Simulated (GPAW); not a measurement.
# Collinear magnetic orders of AlNi3 with GPAW

Aim: find out whether AlNi3 carries moments, and which collinear order costs least.

Method: PBE; plane waves with GPAW's PAW setups, scalar-relativistic, in GPAW 26.7.0.

### 1. The starting structure

Symmetry: Pm-3m, No. 221, cubic system. The conventional cell has a = 3.523 Å, b = 3.523 Å, c = 3.523 Å, α = 90.00°, β = 90.00°, γ = 90.00°. Nearest to Al lie 12 Ni at 2.49 Å. Ni has 4 Al at 2.49 Å and 8 Ni at 2.49 Å nearest. Farther neighbours are not listed.

As a file:

```cif
data_structure
_symmetry_space_group_name_H-M 'P 1'
_symmetry_Int_Tables_number 1
_cell_length_a 3.5231
_cell_length_b 3.5231
_cell_length_c 3.5231
_cell_angle_alpha 90.000
_cell_angle_beta 90.000
_cell_angle_gamma 90.000
_cell_volume 43.73
loop_
_atom_site_label
_atom_site_type_symbol
_atom_site_fract_x
_atom_site_fract_y
_atom_site_fract_z
_atom_site_occupancy
Al1 Al 0.00000 0.00000 0.00000 1
Ni2 Ni 0.00000 0.50000 0.50000 1
Ni3 Ni 0.50000 0.00000 0.50000 1
Ni4 Ni 0.50000 0.50000 0.00000 1
```

The cell comes from a database of computed structures and need not be the stable phase.

### 2. Run 1 (ferro +++)

Parallel moments need no larger cell; this start tests for a ferromagnetic state only.

order1.py

```python
import json
import numpy as np
from ase import Atoms
from ase.parallel import paropen, parprint
from gpaw import GPAW

atoms = Atoms(['Al', 'Ni', 'Ni', 'Ni'],
    cell=[[3.52305473, 0.0, 0.0],
         [0.0, 3.52305473, 0.0],
         [0.0, 0.0, 3.52305473]],
    scaled_positions=[[0.0, 0.0, 0.0],
         [0.0, 0.5, 0.5],
         [0.5, 0.0, 0.5],
         [0.5, 0.5, 0.0]],
    pbc=True,
    magmoms=[0.0, 1.0, 1.0, 1.0])
atoms.calc = GPAW(mode={'name': 'pw', 'ecut': 550},
    xc='PBE',
    kpts={'size': (10, 10, 10), 'gamma': True},
    occupations={'name': 'fermi-dirac', 'width': 0.05},
    convergence={'density': 1e-05, 'energy': 1e-05},
    maxiter=200,
    txt='order1.txt')
e = atoms.get_potential_energy(force_consistent=True)
res = {'free_energy': e, 'energy_sigma0': atoms.get_potential_energy(), 'fermi_energy': atoms.calc.get_fermi_level()}
res['moments'] = atoms.get_magnetic_moments().tolist()
res['total'] = atoms.get_magnetic_moment()
parprint('site moments (muB):', np.round(res['moments'], 3))
parprint(f"total moment: {res['total']:.3f} muB")
parprint(f'free energy: {e:.6f} eV')
atoms.calc.write('order1.gpw')
n = atoms.calc.get_pseudo_density()
up, down = (atoms.calc.get_pseudo_density(spin=i) for i in (0, 1))
np.savez('grids.npz', density=n, spin=up - down)
with paropen('results.json', 'w') as f:
    json.dump(res, f)
```

On the command line:

```
> OMP_NUM_THREADS=1 mpirun -n 4 gpaw python order1.py > order1.log
```

Then come: order 2, typed as antiferro q=(0,1/2,1/2) +-+-+-; start 3: antiferro q=(0,0,1/2) +-+-+-; start 4: antiferro q=(1/2,1/2,1/2) +-+-+-; run 5 (no spin polarisation); ranking. Settings of the main run: cutoff 550 eV, 10×10×10 k-mesh, fermi-dirac occupations, smearing width 0.05 eV, mesh matched on, collinear spin, starting moments 0 1 1 1 μB.

**Question.** What will these runs give for the largest site moment?

The site moments add up to 0.78 μB, near the cell's 0.71 μB; the space between the atoms is polarised against them. Symmetry leaves 2 kinds of site among the 4 atoms, and equivalent atoms carry values of equal size. The lowest state found is ferromagnetic, reached from the start ferro +++, with moments up to 0.263 μB.

```
lowest state found                 : ferromagnetic (started as ferro +++)
largest site moment                : 0.263 μB
next state                         : non-magnetic, 3.25 meV a seeded atom higher
energy gained by spin polarisation : 3.26 meV a seeded atom
```

The two lowest states lie so close that the mesh, the functional or spin–orbit coupling could swap them. Spin polarisation gains little. 3 starts left the typed pattern (a sign turned or a seeded moment died), so such an energy belongs to the state reached, not the one typed. Only 5 starts are shown; other collinear patterns, canted and longer-period orders are not.

[Logs and program files are shortened in this print: banners, set-up blocks, solver, clock and traceback lines can be left out without a mark of their own.]

[Logs are printed without paths, hosts, clocks, repeated set-up lines and the standing remarks that a program may print on its own settings, such as how far it seeks lower states.]

[Hosts, paths, dates, database ids (printed as entryN), source tags and the programs' standing remarks are cut or masked in the printed files.]

[Where a cell is said to come from a database of computed structures, the database is the Materials Project.]
